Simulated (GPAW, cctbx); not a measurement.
# CsCuI3: what bonding does to one electron reflection, worked out

CsCuI3, I4/mcm (no. 140), a = 8.5709 Å, b = 8.5709 Å, c = 11.1158 Å, α = 90.00°, β = 90.00°, γ = 90.00°.

| atom | mult. | x | y | z |
| --- | --- | --- | --- | --- |
| Cs1 | 4 | 0 | 0 | 3/4 |
| I1 | 4 | 0 | 1/2 | 3/4 |
| I2 | 8 | 0.2102 | 0.2898 | 1/2 |
| Cu1 | 4 | 1/2 | 0 | 0 |

The cell comes from substitution in a known structure type and wasn't matched to any measured phase.

A DFT run (GPAW, PBE, 450 eV, 3×3×3 k-points, Fermi–Dirac width 0.05 eV) gives the static X-ray structure factor of 200 as 158.055 e for the conventional cell; superposed free atoms give 159.030 e. **Problem.** Find the Fourier component V of the crystal potential and the two-beam extinction distance at 80 kV in both cases.

## 1. Geometry

The cell volume is Ω = 816.56 Å³ and d(200) = 4.2854 Å, so g = 1/d = 0.2334 Å⁻¹.

## 2. The nuclei

Electrons feel nuclei as well as electrons, so the nuclear charges are summed with the same phases.

Phase sums Σ exp(2πi h·x), turned so that the total is real and positive: Cs +4.000, I -3.021, Cu +4.000. Then F_Z = 55 × (+4.000) + 53 × (-3.021) + 29 × (+4.000) = 175.90 e. The electron term has the same sign for this reflection.

## 3. Mott–Bethe

Poisson's equation, term by term, gives V = (e/4πε₀)(F_Z − F)/(πΩg²), with e/4πε₀ = 14.3996 V Å.

The prefactor is 14.3996 × 4.2854²/(π × 816.56) = 0.10308 V per electron. Free atoms: (175.90 − 159.030) × 0.10308 = 1.739 V. Crystal: (175.90 − 158.055) × 0.10308 = 1.840 V. F changes by -0.61 % and V by +5.8 %: the same 0.97 e is measured against F_Z − F = 16.9 e in place of F = 159.0 e.

## 4. Extinction distance

In the two-beam case ξ = 1/(λU) with U = 2γm₀eV/h², that is ξ = 150.41 V Å²/(γλV).

At 80 kV, λ = 0.04176 Å and γ = 1.1566. Free atoms: ξ = 1791 Å. Crystal: ξ = 1693 Å. The thickness fringes go as sin²(πt/ξ), so the two patterns slip by a quarter of a period when t|1/ξ₁ − 1/ξ₀| = 1/4, at t ≈ 775 nm. Thermal motion, absorption and many-beam coupling, left out here, change a real pattern.

## 5. Answer

V(200) is 1.84 V against 1.74 V, and ξ is 1693 against 1791 Å. Limits: static atoms, two beams.
